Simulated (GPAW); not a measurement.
# C K ELNES/XANES of ZnNi3C (Pm-3m) from DFT, part 2 of 2

What does one-electron theory with a core hole give for the C K edge of ZnNi3C (Pm-3m)?

GPAW 26.7.0; X-ray absorption from dipole matrix elements to empty bands, plane-wave PAW LDA.

So far. Step 2 (The field without a hole): The mesh shows no gap, so the system is treated as a metal and the core electron is put at the Fermi level (neutral cell). Step 3 (Spectrum without a core hole, C atom 5): Main maxima below 24 eV (height): 0.8 eV (1.35), 2.4 eV (1.02), 4.4 eV (2.19), 9.1 eV (1.53) and 17.3 eV (1.60). A K edge sees empty p states; the first features are C p mixed into the empty d states of the Ni neighbours, and the broad ones above probably into the cations' higher empty bands.

## Step 5: Spectrum with XCH, C atom 5

The holes are 5.3 Å apart. In GPAW the data set carries the hole's charge, so charge=0 means a charged cell and charge=-1 a neutral one. The excited electron is kept in the cell, where it fills the lowest empty states and screens the hole. After the field has converged, empty bands are computed with the density fixed and the dipole matrix elements are summed.

Input file xas.py:

```python
import numpy as np
from ase import Atoms
from ase.parallel import parprint, paropen
from gpaw import GPAW, PW, FermiDirac, Mixer, MixerDif, setup_paths
from gpaw.test import gen
setup_paths.insert(0, '.')
gen('C', name='fch1s', xcname='LDA', corehole=(1, 0, 1), write_xml=True)
from gpaw.mpi import world
world.barrier()

atoms = Atoms('Zn2Ni6C2',
    cell=[[3.766253, 0, 3.766253],
     [0, 3.766253, 3.766253],
     [0, -3.766253, 3.766253]],
    scaled_positions=[[0, 0, 0],
     [0, 0.5, 0.5],
     [0.5, 0, 0],
     [0.5, 0.5, 0.5],
     [0.5, 0, 0.5],
     [0.5, 0.5, 0],
     [0, 0.5, 0],
     [0, 0, 0.5],
     [0.5, 0.25, 0.75],
     [0.5, 0.75, 0.25]],
    magmoms=[0.0, 0.0, 2.0, 2.0, 2.0, 2.0, 2.0, 2.0, 0.0, 0.0],
    pbc=True)
atoms.calc = calc = GPAW(legacy_gpaw=True, mode=PW(430, force_complex_dtype=True), xc='LDA', setups={8: 'fch1s'},
    kpts={'size': (7, 7, 7), 'gamma': True}, occupations=FermiDirac(0.1),
    charge=-1, mixer=MixerDif(0.05, 8, 50), maxiter=150,
    convergence={'density': 0.0001, 'eigenstates': 1e-6}, txt='scf.txt')
energy = atoms.get_potential_energy() + calc.get_reference_energy()
ef = calc.get_fermi_level()
out = dict(energy=energy, fermi=ef, forces=atoms.get_forces().tolist(), magmoms=atoms.get_magnetic_moments().tolist())
parprint(f'all-electron energy {energy:.4f} eV, Fermi level {ef:.4f} eV')
ev = np.array([[calc.get_eigenvalues(k, s) for k in range(len(calc.get_ibz_k_points()))] for s in range(calc.get_number_of_spins())])
out['homo'], out['lumo'], out['counts'] = ev[ev < ef].max(), ev[ev > ef].min(), sorted(set((ev < ef).sum((0, 2)).tolist()))
out['filled'] = (ev[:, 0] < ef).sum(1).tolist()

from ase.units import Ha
from gpaw.xas import dipole_matrix_elements
nb = int(calc.get_number_of_electrons() / 2) + 97
top, nb = nb, nb + 8 + nb // 12
nscf = calc.fixed_density(kpts={'size': (8, 8, 8), 'gamma': True}, nbands=nb,
    convergence={'bands': top, 'eigenstates': 5e-3}, maxiter=60, txt='nscf.txt')
cell = atoms.cell.array
ops = [cell.T @ U.T @ np.linalg.inv(cell.T) for U in nscf.wfs.kd.symmetry.op_scc]
E = np.arange(-6, 34, 0.1)
fwhm = np.interp(E, [4, 25], [0.9, 3.5])
Y, X, zero, highest = 0, 0, 1e9, 1e9
for spin in range(nscf.get_number_of_spins()):
    wfs = nscf.wfs
    mine = wfs.bd.get_slice()  # this rank's bands
    A = dipole_matrix_elements(wfs.setups[8])
    eps = np.zeros((wfs.kd.nibzkpts, nb))
    d = np.zeros((3, A.shape[1], wfs.kd.nibzkpts, nb), complex)
    for kpt in wfs.kpt_u:
        if kpt.s == spin and 8 in kpt.P_ani:
            eps[kpt.k, mine] = kpt.eps_n * Ha
            d[:, :, kpt.k, mine] = (kpt.weight * wfs.nspins / 2) ** 0.5 * np.inner(A, kpt.P_ani[8])
    world.sum(eps)
    world.sum(d)
    T = np.einsum('amkn,bmkn->abkn', d, d.conj()).real
    T = sum(np.einsum('ai,ijkn,bj->abkn', R, T, R) for R in ops) / len(ops)
    empty = eps > ef
    zero, highest = min(zero, eps[empty].min()), min(highest, eps[:, top - 1].min())
    lines = [(eps, T, empty)] if spin == 0 else lines + [(eps, T, empty)]
for eps, T, empty in lines:
    f = np.einsum('aakn->akn', T).reshape(3, -1)
    x = eps.ravel() - zero
    w = np.interp(x, E, fwhm) / 2.35482
    g = np.exp(-0.5 * ((E[:, None] - x) / w) ** 2) / (w * (2 * np.pi) ** 0.5)
    Y = Y + (f * empty.ravel()) @ g.T
    X = X + (f * ~empty.ravel()) @ g.T
out.update(E=E.round(2).tolist(), xas=Y.tolist(), xes=X.tolist(), zero=zero, valid=highest - zero, nk=len(eps), nb=nb)
for i in range(0, len(E), 10):
    parprint(f'{E[i]:7.2f}', *(f'{v:10.3e}' for v in Y[:, i]))
import json
with paropen('out.json', 'w') as f:
    json.dump(out, f)
```

The run is started by

```
OMP_NUM_THREADS=1 mpirun -n 4 gpaw python xas.py
```

Numbers of over 12 decimals in the logs are rounded to 6 here.

The log of the run:

```text
Input parameters:
  charge: -1
  convergence: {density: 0.0001,
                eigenstates: 1e-06}
  kpts: {gamma: True,
         size: (7, 7, 7)}
  maxiter: 150
  mixer: {backend: pulay,
          beta: 0.05,
          method: difference,
          nmaxold: 8,
          weight: 50}
  mode: {ecut: 430.0,
         force_complex_dtype: True,
         name: pw}
  occupations: {fixmagmom: False,
                name: fermi-dirac,
                width: 0.1}
  setups: {8: fch1s}

Initialize ...

[... PAW data sets ...]

Reference energy: -347115.492703  # eV

Spin-polarized calculation.
Initial magnetic moment: 12.000000

[... convergence settings ...]
Symmetries present (total): 24
  [... symmetry matrices ...]

343 k-points: 7 x 7 x 7 Monkhorst-Pack grid
20 k-points in the irreducible part of the Brillouin zone
       k-points in crystal coordinates                weights
   0:     0.00000000    0.00000000    0.00000000          1/343
   1:     0.14285714    0.14285714    0.00000000          8/343
   2:     0.14285714    0.14285714    0.14285714          6/343
   3:     0.28571429    0.14285714    0.14285714         12/343
   4:     0.28571429    0.28571429    0.00000000          8/343
   5:     0.28571429    0.28571429    0.14285714         24/343
   6:     0.28571429    0.28571429    0.28571429          6/343
   7:     0.42857143   -0.28571429   -0.28571429         12/343
   8:     0.42857143    0.28571429   -0.42857143         24/343
   9:     0.42857143    0.28571429   -0.28571429         24/343
          ...
  19:     0.42857143    0.42857143    0.42857143          6/343

Wave functions: Plane wave expansion
  Cutoff energy: 430.000 eV
  Number of coefficients (min, max): 2109, 2185
  Pulay-stress correction: 0.000000 eV/Ang^3 (de/decut=0.000000)
  Using FFTW library
  Wavefunction extrapolation:
    Improved wavefunction reuse through dual PAW basis

Occupation numbers: Fermi-Dirac:
  width: 0.1000  # eV

Eigensolver
   Davidson(niter=2)

Densities:
  Coarse grid: 27*27*27 grid
  Fine grid: 54*54*54 grid
  Total Charge: 0.000000

Density mixing:
  Method: difference
  Backend: pulay
  Linear mixing parameter: 0.05
  old densities: 8
  Width of damping distribution: 1.1
  Damping of long wavelength oscillations: 50

[... Hamiltonian set-up ...]
Number of atoms: 10
Number of atomic orbitals: 98
Number of bands in calculation: 89
Number of valence electrons: 129
Bands to converge: occupied

... initialized

Initializing position-dependent things.

Density initialized from atomic densities
Creating initial wave functions:
  89 bands from LCAO basis set

              C
             Ni
            C Ni
        Zn
         Ni
            Ni
             Ni
       Ni
        Zn

Atomic positions and initial magnetic moments

Positions:
   0 Zn     0.000000    0.000000    0.000000    ( 0.0000,  0.0000,  0.0000)
   1 Zn     0.000000    0.000000    3.766253    ( 0.0000,  0.0000,  0.0000)
   2 Ni     1.883126    0.000000    1.883126    ( 0.0000,  0.0000,  2.0000)
   3 Ni     1.883126    0.000000    5.649380    ( 0.0000,  0.0000,  2.0000)
   4 Ni     1.883126   -1.883126    3.766253    ( 0.0000,  0.0000,  2.0000)
   5 Ni     1.883126    1.883126    3.766253    ( 0.0000,  0.0000,  2.0000)
   6 Ni     0.000000    1.883126    1.883126    ( 0.0000,  0.0000,  2.0000)
   7 Ni     0.000000   -1.883126    1.883126    ( 0.0000,  0.0000,  2.0000)
   8 C      1.883126   -1.883126    5.649380    ( 0.0000,  0.0000,  0.0000)
   9 C      1.883126    1.883127    5.649379    ( 0.0000,  0.0000,  0.0000)

Unit cell:
           periodic     x           y           z      points  spacing
  1. axis:    yes    3.766253    0.000000    3.766253    27     0.1395
  2. axis:    yes    0.000000    3.766253    3.766253    27     0.1611
  3. axis:    yes    0.000000   -3.766253    3.766253    27     0.1611

  Lengths:   5.326286   5.326286   5.326286
[...]
iter:   8   -97.001065   -2.71  -2.29    -0.0902
iter:   9   -97.086833   -3.12  -2.31    -0.3062
iter:  10   -96.940353   -3.33  -2.26    -0.3938
iter:  11   -96.897840   -3.50  -2.52    -0.4662
iter:  12   -96.892943c  -4.07  -2.95    -0.4773
iter:  13   -96.891868c  -4.47  -3.78    -0.5039
iter:  14   -96.891596c  -5.68  -3.63    -0.5054
iter:  15   -96.891665c  -4.93  -4.07c   -0.5116
iter:  16   -96.891470c  -5.42  -3.79    -0.5178
iter:  17   -96.891519c  -5.83  -4.57c   -0.5189
iter:  18   -96.891460c  -6.56c -4.47c   -0.5247

Converged after 18 iterations.

Dipole moment: (-0.000000, 0.026396, 0.000000) |e|*Ang

Total magnetic moment: (0.000000, 0.000000, -0.524659)
Local magnetic moments:
   0 Zn ( 0.000000,  0.000000,  0.003923)
   1 Zn ( 0.000000,  0.000000,  0.003923)
   2 Ni ( 0.000000,  0.000000, -0.047970)
   3 Ni ( 0.000000,  0.000000, -0.047970)
   4 Ni ( 0.000000,  0.000000, -0.047970)
   5 Ni ( 0.000000,  0.000000, -0.047970)
   6 Ni ( 0.000000,  0.000000, -0.047970)
   7 Ni ( 0.000000,  0.000000, -0.047970)
   8 C  ( 0.000000,  0.000000, -0.233766)
   9 C  ( 0.000000,  0.000000, -0.005161)

Energy contributions relative to reference atoms: (reference = -347115.492703)

Kinetic:        +65.133011
Potential:      -52.871152
External:        +0.000000
XC:            -109.165610
Entropy (-ST):   -0.228145
Local:           +0.126365
SIC:             +0.000000
--------------------------
Free energy:    -97.005532
Extrapolated:   -96.891460

Spin contamination: 0.398940 electrons
Showing only first 2 kpts
                      Up                     Down
 Kpt  Band  Eigenvalues  Occupancy  Eigenvalues  Occupancy
  0    62      7.38129    0.99833      7.31734    0.99912
  0    63      7.38129    0.99833      7.31734    0.99912
  0    64      7.38129    0.99833      7.31734    0.99912
  0    65      7.59544    0.98592      7.54625    0.99134

  1    62      7.42455    0.99742      7.32188    0.99907
  1    63      7.54756    0.99123      7.49768    0.99466
  1    64      7.68817    0.96516      7.64088    0.97800
  1    65      7.68817    0.96516      7.64088    0.97800

Fermi level: 8.02032

No gap
No difference between direct/indirect transitions

Forces in eV/Ang:
  0 Zn   -0.00000   -0.00000    0.00000
  1 Zn    0.00000    0.00000    0.00000
  2 Ni   -0.00000   -0.13724    0.00000
  3 Ni   -0.00000    0.13724    0.00000
  4 Ni   -0.00000   -0.00000   -0.13724
  5 Ni   -0.00000    0.00000    0.13724
  6 Ni   -0.13724   -0.00000   -0.00000
  7 Ni    0.13724   -0.00000   -0.00000
  8 C     0.00000    0.00000    0.00000
  9 C     0.00000    0.00000    0.00000
Scalar-relativistic atomic LDA calculation for C (Carbon, Z=6)
Core hole in 1s state (1s occupation: 1.0)
300 radial gridpoints.
|------------------------------------------------|
|------------------------------------------------|
[... the atom generator's iteration count ...]

Energy contributions:
-------------------------
Kinetic:      +26.191319
XC:            -3.250568
Potential:    -49.301465
-------------------------
Total:        -26.360713

state      eigenvalue         ekin         rmax
-----------------------------------------------
1s^1.0 :   -12.242791    17.075241        0.169
2s^2.0 :    -1.088966     2.357774        1.067
2p^2.0 :    -0.788324     2.200265        0.916
-----------------------------------------------
(units: Bohr and Hartree)

Generating PAW setup
Kinetic energy of the core from tauc = 17.083225
Cutoffs:
rc(s)=1.200
rc(p)=1.200
rc(d)=1.200
rc(vbar)=1.080
rc(comp)=1.200
rc(nct)=1.200

Kinetic energy of the core states: 17.075241
Charge: 1.0
Core electrons: 1.0
Valence electrons: 4.0
Pseudo-core charge: 0.009839
Shape function alpha=6.944
Pseudo-electron charge 3.948111
state    eigenvalue         norm
--------------------------------
2s(2) :    -1.088966     1.079442
*s    :    -0.088966
2p(2) :    -0.788324     0.889693
*p    :     0.211676
*d    :     0.000000
--------------------------------

Diagonalizing with gridspacing h=0.050

state   all-electron     PAW
-------------------------------
2s:      -1.088966    -1.089850
2p:      -0.788324    -0.789871
*d:                   -0.068511
*f:                   -0.014334
-------------------------------
all-electron energy -347212.3842 eV, Fermi level 8.0203 eV
  -6.00  1.583e-58  1.583e-58  1.583e-58
  -5.00  3.819e-42  3.819e-42  3.819e-42
  -4.00  1.010e-28  1.010e-28  1.010e-28
  -3.00  2.999e-18  2.999e-18  2.999e-18
  -2.00  1.062e-10  1.062e-10  1.062e-10
  -1.00  5.242e-06  5.242e-06  5.242e-06
  -0.00  5.554e-04  5.554e-04  5.554e-04
[...]
31.00  2.785e-04  2.785e-04  2.785e-04
  32.00  2.486e-04  2.486e-04  2.486e-04
  33.00  2.337e-04  2.337e-04  2.337e-04
```

Wall time 2.8 min (4 MPI ranks of Intel Xeon Platinum 8488C (Sapphire Rapids), shared host); peak memory 0.65 GiB; 11 min of CPU time.

The C K spectrum, C atom 5, excited-electron core hole (neutral cell) (energy from the lowest empty level; intensity scaled to a mean of 1 over the first 20 eV):

```tsv
E (eV)	intensity
-2.0	0.00
-1.5	0.00
-1.0	0.01
-0.5	0.22
0.0	1.10
0.5	1.63
1.0	1.19
1.5	1.14
2.0	1.22
2.5	1.00
3.0	1.27
3.5	2.15
4.0	2.24
4.5	1.39
5.0	0.75
5.5	0.63
6.0	0.61
6.5	0.65
7.0	0.81
7.5	1.05
8.0	1.34
8.5	1.50
9.0	1.27
9.5	0.84
10.0	0.55
10.5	0.44
11.0	0.42
11.5	0.44
12.0	0.49
12.5	0.53
13.0	0.56
13.5	0.61
14.0	0.71
14.5	0.88
15.0	1.11
15.5	1.35
16.0	1.52
16.5	1.55
17.0	1.42
17.5	1.18
18.0	0.90
18.5	0.67
19.0	0.55
19.5	0.50
20.0	0.51
20.5	0.53
21.0	0.54
21.5	0.54
22.0	0.54
22.5	0.54
23.0	0.55
23.5	0.56
24.0	0.57
24.5	0.56
25.0	0.55
25.5	0.52
26.0	0.50
26.5	0.48
27.0	0.48
27.5	0.49
28.0	0.51
28.5	0.54
29.0	0.57
29.5	0.59
30.0	0.59
30.5	0.58
31.0	0.55
31.5	0.52
32.0	0.49
```

Main maxima below 24 eV (height): 0.4 eV (1.63), 1.9 eV (1.24), 3.8 eV (2.37), 8.5 eV (1.50) and 16.4 eV (1.56). 

The total-energy difference is 279.78 eV.

## Step 6: Spectrum with FCH, C atom 5

The holes are 5.3 Å apart. In GPAW the data set carries the hole's charge, so charge=0 means a charged cell and charge=-1 a neutral one. The excited electron is left out and a uniform background balances the charge. After the field has converged, empty bands are computed with the density fixed and the dipole matrix elements are summed.

Changed against the first core-hole run: core hole to FCH.

xas.py: that of step 5 with these lines changed.

```diff
@@ -28,3 +28,3 @@
     kpts={'size': (7, 7, 7), 'gamma': True}, occupations=FermiDirac(0.1),
-    charge=-1, mixer=MixerDif(0.05, 8, 50), maxiter=150,
+    charge=0, mixer=MixerDif(0.05, 8, 50), maxiter=150,
     convergence={'density': 0.0001, 'eigenstates': 1e-6}, txt='scf.txt')
```

The log of the run:

```text
Input parameters:
  convergence: {density: 0.0001,
                eigenstates: 1e-06}
  kpts: {gamma: True,
         size: (7, 7, 7)}
  maxiter: 150
  mixer: {backend: pulay,
          beta: 0.05,
          method: difference,
          nmaxold: 8,
          weight: 50}
  mode: {ecut: 430.0,
         force_complex_dtype: True,
         name: pw}
  occupations: {fixmagmom: False,
                name: fermi-dirac,
[...]
2s:      -1.088966    -1.089850
2p:      -0.788324    -0.789871
*d:                   -0.068511
*f:                   -0.014334
-------------------------------
all-electron energy -347220.2232 eV, Fermi level 7.7026 eV
  -6.00  8.765e-59  8.765e-59  8.765e-59
  -5.00  2.451e-42  2.451e-42  2.451e-42
  -4.00  7.564e-29  7.564e-29  7.564e-29
  -3.00  2.611e-18  2.611e-18  2.611e-18
[...]
32.00  2.586e-04  2.586e-04  2.586e-04
  33.00  2.365e-04  2.365e-04  2.365e-04
[key lines of the parts left out:]
Converged after 15 iterations.
Dipole moment: (0.000000, 0.036457, 0.000000) |e|*Ang
Free energy:   -104.864447
Fermi level: 7.70261
```

It took 2.5 min on 4 MPI ranks; peak memory 0.66 GiB.

```tsv
E (eV)	first run	this run
-2.0	0.00	0.00
-1.0	0.01	0.01
0.0	1.10	1.12
1.0	1.19	1.26
2.0	1.22	1.20
3.0	1.27	1.02
4.0	2.24	2.30
5.0	0.75	1.04
6.0	0.61	0.62
7.0	0.81	0.69
8.0	1.34	1.13
9.0	1.27	1.42
10.0	0.55	0.70
11.0	0.42	0.42
12.0	0.49	0.45
13.0	0.56	0.54
14.0	0.71	0.63
15.0	1.11	0.94
16.0	1.52	1.40
17.0	1.42	1.50
18.0	0.90	1.08
19.0	0.55	0.62
20.0	0.51	0.50
21.0	0.54	0.53
22.0	0.54	0.54
23.0	0.55	0.54
24.0	0.57	0.55
25.0	0.55	0.55
26.0	0.50	0.51
27.0	0.48	0.48
28.0	0.51	0.48
29.0	0.57	0.54
30.0	0.59	0.58
31.0	0.55	0.57
32.0	0.49	0.51
```

The scaled spectrum changes by 14 % r.m.s. A shift of +0.2 eV leaves 9 %. The highest intensity below 16 eV goes from 3.8 eV (2.37) to 4.0 eV (2.30).

The photon energy of the zero moves by -0.13 eV.

## Step 7: Spectrum with XCH, C atom 5

This attempt departs from the first core-hole run: charge keyword to -2.

xas.py: that of step 6 with these lines changed.

```diff
@@ -28,3 +28,3 @@
     kpts={'size': (7, 7, 7), 'gamma': True}, occupations=FermiDirac(0.1),
-    charge=0, mixer=MixerDif(0.05, 8, 50), maxiter=150,
+    charge=-2, mixer=MixerDif(0.05, 8, 50), maxiter=150,
     convergence={'density': 0.0001, 'eigenstates': 1e-6}, txt='scf.txt')
@@ -42,3 +42,3 @@
 top, nb = nb, nb + 8 + nb // 12
-nscf = calc.fixed_density(kpts={'size': (8, 8, 8), 'gamma': True}, nbands=nb,
+nscf = calc.fixed_density(kpts={'size': (5, 5, 5), 'gamma': True}, nbands=nb,
     convergence={'bands': top, 'eigenstates': 5e-3}, maxiter=60, txt='nscf.txt')
```

The log of the run:

```text
Input parameters:
  charge: -2
  convergence: {density: 0.0001,
                eigenstates: 1e-06}
  kpts: {gamma: True,
         size: (7, 7, 7)}
  maxiter: 150
  mixer: {backend: pulay,
          beta: 0.05,
          method: difference,
          nmaxold: 8,
          weight: 50}
  mode: {ecut: 430.0,
         force_complex_dtype: True,
         name: pw}
  occupations: {fixmagmom: False,
[...]
2s:      -1.088966    -1.089850
2p:      -0.788324    -0.789871
*d:                   -0.068511
*f:                   -0.014334
-------------------------------
all-electron energy -347204.2148 eV, Fermi level 8.3667 eV
  -6.00  2.012e-58  2.012e-58  2.012e-58
  -5.00  5.143e-42  5.143e-42  5.143e-42
  -4.00  1.435e-28  1.435e-28  1.435e-28
  -3.00  4.460e-18  4.460e-18  4.460e-18
[...]
32.00  2.402e-04  2.402e-04  2.402e-04
  33.00  2.254e-04  2.254e-04  2.254e-04
[key lines of the parts left out:]
Converged after 18 iterations.
Dipole moment: (-0.000000, 0.014814, -0.000000) |e|*Ang
Free energy:    -88.814819
Fermi level: 8.36671
```

Run time: 1.8 min. Hardware: 4 MPI ranks; peak memory 0.45 GiB; 7.2 min of CPU time.

The run finished. A setting was moved off its sound value on purpose, so it serves as a test and not as the result.

The fault put into the input: the charge keyword adds two electrons for one core hole.

This run also has another mesh (5×5×5 against 8×8×8), so the 17 % r.m.s. difference can't be laid on the changed setting alone. The highest intensity below 16 eV goes from 3.8 eV (2.37) to 3.5 eV (2.36).

```tsv
E (eV)	first run	this run
-2.0	0.00	0.00
-0.5	0.22	0.27
1.0	1.19	1.21
2.5	1.00	1.07
4.0	2.24	1.80
5.5	0.63	0.59
7.0	0.81	1.01
8.5	1.50	1.36
10.0	0.55	0.48
11.5	0.44	0.48
13.0	0.56	0.60
14.5	0.88	1.07
16.0	1.52	1.59
17.5	1.18	0.97
19.0	0.55	0.50
20.5	0.53	0.55
22.0	0.54	0.55
23.5	0.56	0.57
25.0	0.55	0.54
26.5	0.48	0.49
28.0	0.51	0.54
29.5	0.59	0.60
31.0	0.55	0.55
```

## Step 8: With and without the hole

Both curves are counted from their own zero, so only the shift of weight within the empty states shows.

```tsv
E (eV)	no hole	XCH
-2.0	0.00	0.00
-1.0	0.00	0.01
0.0	0.64	1.10
1.0	1.31	1.19
2.0	0.90	1.22
3.0	0.80	1.27
4.0	1.89	2.24
5.0	1.43	0.75
6.0	0.69	0.61
7.0	0.74	0.81
8.0	1.02	1.34
9.0	1.53	1.27
10.0	1.05	0.55
11.0	0.52	0.42
12.0	0.39	0.49
13.0	0.46	0.56
14.0	0.54	0.71
15.0	0.72	1.11
16.0	1.14	1.52
17.0	1.56	1.42
18.0	1.46	0.90
19.0	0.95	0.55
20.0	0.66	0.51
21.0	0.63	0.54
22.0	0.64	0.54
23.0	0.63	0.55
24.0	0.63	0.57
25.0	0.61	0.55
26.0	0.57	0.50
27.0	0.52	0.48
28.0	0.49	0.51
29.0	0.52	0.57
30.0	0.59	0.59
31.0	0.62	0.55
32.0	0.58	0.49
```

With each curve scaled to its own mean, the area from −2 to 6 eV with the hole is 8.1 against 7.4, and the centre of weight from −1 to 20 eV moves by -0.6 eV (first and strongest maxima below 20 eV: 0.8 eV (1.35), 4.4 eV (2.19), 9.1 eV (1.53) and 17.3 eV (1.60) without the hole, 0.4 eV (1.63), 3.8 eV (2.37) and 16.4 eV (1.56) with it); the shape changes all the same, by 34 % r.m.s.

## Step 9: Outcome

| Quantity | Value |
| --- | --- |
| absorber and edge | C K, atom 5 of the ground-state input (counted from 1) |
| surroundings | 6 Ni at 1.88 Å (octahedral, site symmetry m-3m) |
| highest intensity below 16 eV | 3.8 eV above the zero, height 2.37 |
| photon energy of the zero (spin-polarised hole, raw) | 279.8 eV (LDA puts this hole about 3 eV below PBE, itself good to a few eV) |

The C K edge of atom 5, with 6 Ni at 1.88 Å (octahedral, site symmetry m-3m), has its highest intensity of the first 16 eV at 3.8 eV above the zero, near 284 eV in photon energy (LDA puts this hole about 3 eV below PBE, itself good to a few eV), 2.4 times the mean level of the first 20 eV (Gaussian full width 0.9 eV up to 4 eV, rising linearly to 3.5 eV at 25 eV). With each curve scaled to its own mean, the area from −2 to 6 eV with the hole is 8.1 against 7.4, and the centre of weight from −1 to 20 eV moves by -0.6 eV (first and strongest maxima below 20 eV: 0.8 eV (1.35), 4.4 eV (2.19), 9.1 eV (1.53) and 17.3 eV (1.60) without the hole, 0.4 eV (1.63), 3.8 eV (2.37) and 16.4 eV (1.56) with it); the shape changes all the same, by 34 % r.m.s. Changing the core hole to FCH alters the shape by 14 % r.m.s., a modest effect on the whole. The hole lies in one spin channel, while the script sums the empty states of both and takes the lower zero; where the two channels are split, this blurs and shifts the curve. The starting moments shrank to 0.00 μB or less, so this is hardly a magnetic state. The holes are only 5.3 Å apart, so the shape is probably not converged with cell size; no larger cell was run here. The structure is a computed Materials Project entry and may be a hypothetical form.

[Banner, clock and machine lines of the logs are left out without a mark of their own.]

[Logs are printed without paths, hosts, clocks, repeated set-up lines and the standing remarks that a program may print on its own settings, such as how far it seeks lower states.]

[Hosts, paths, dates, database ids (printed as entryN), source tags and the programs' standing remarks are cut or masked in the printed files.]

[Lists of maxima count a maximum above −3 eV only where it reaches 4 % of the highest in the window and stands out from its surroundings by 2 % of it (1.5 % where it reaches 55 %); shoulders and weaker maxima are passed over, and of the rest the first, up to two pre-edge ones and the few strongest are named.]
